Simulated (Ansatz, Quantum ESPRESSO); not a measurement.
# Where does added charge sit? 12 metal surfaces against an electrode

A charged slab and an electrode form a capacitor. How far does its effective gap ε₀/C fall short of the distance from the top atoms?

Set-up. Quantum ESPRESSO 7.5, ESM with bc3: vacuum below, a metal electrode at the cell's upper end. Ions are fixed where Ansatz 0.2.0 (PAW) or pw.x relaxed them, under PBE, with D3(BJ) for stacks. Runs without a † are unpolarised. C comes from the runs at the smallest and the largest positive charge, about 1.5 and 6×10¹³ e per cm² of the starting cell (electrons removed).

The runs side by side:

| system | level | top atoms to electrode (Å) | C (µF/cm²) | ε₀/C (Å) | shortfall (Å) | shift of the far face's level (eV) |
| --- | --- | --- | --- | --- | --- | --- |
| Ba(110), 5 layers | PBE, GBRV ultrasoft | 5.04 | 3.25 | 2.72 | 2.31 | −0.02 |
| Y(0001), 4 layers | PBEsol, GBRV ultrasoft | 6.03 | 2.36 | 3.75 | 2.29 | 0.00 |
| Ti(0001), 4 layers + Na on fcc | PBE, GBRV ultrasoft | 5.97 | 2.39 | 3.71 | 2.26 | 0.00 |
| Sc(0001), 4 layers | PBE, GBRV ultrasoft | 7.07 | 1.83 | 4.83 | 2.25 | 0.00 |
| Sr(111), 5 layers | PBE, GBRV ultrasoft | 7.07 | 1.83 | 4.83 | 2.24 | 0.00 |
| Zr(0001), 4 layers + Na on fcc | PBE, GBRV ultrasoft | 6.94 | 1.88 | 4.72 | 2.23 | −0.01 |
| Mo(110), 4 layers + Na on longbridge | PBE, GBRV ultrasoft | 7.01 | 1.84 | 4.81 | 2.19 | 0.00 |
| Nb(110), 4 layers + Na on longbridge | PBE, GBRV ultrasoft | 6.98 | 1.85 | 4.80 | 2.18 | −0.01 |
| Ca(111), 5 layers | PBE, GBRV ultrasoft | 7.07 | 1.81 | 4.89 | 2.18 | −0.02 |
| Hf(0001), 4 layers | PBE, GBRV ultrasoft | 5.02 | 3.10 | 2.85 | 2.17 | −0.02 |
| Zr(0001), 4 layers | PBE, GBRV ultrasoft | 7.02 | 1.82 | 4.86 | 2.16 | 0.00 |
| Pt(111), 4 layers + Li on fcc | PBE, GBRV ultrasoft | 6.96 | 1.82 | 4.87 | 2.09 | 0.00 |

What this shows: The shortfall runs from 2.31 Å (Ba(110), 5 layers) to 2.09 Å (Pt(111), 4 layers + Li on fcc). On 12 of 12 the far face's level moves by under 0.08 eV: these screen like a metal, and the shortfall is the height of the image plane over the top atoms. By hand, for the first row: C = (0.1069 − 0.0267) e / (17.819 Å² × 2.217 V) × 1602 = 3.25 µF/cm², and 8.854/3.25 = 2.72 Å.

**Limits.** C was taken on the side of removed electrons; at zero charge the shortfall can differ. Slabs are four or five layers thick. Rows were grouped by the size of the shortfall, and levels differ between them. Of 226 systems run, those whose charged runs converged are listed in this or a sister table.
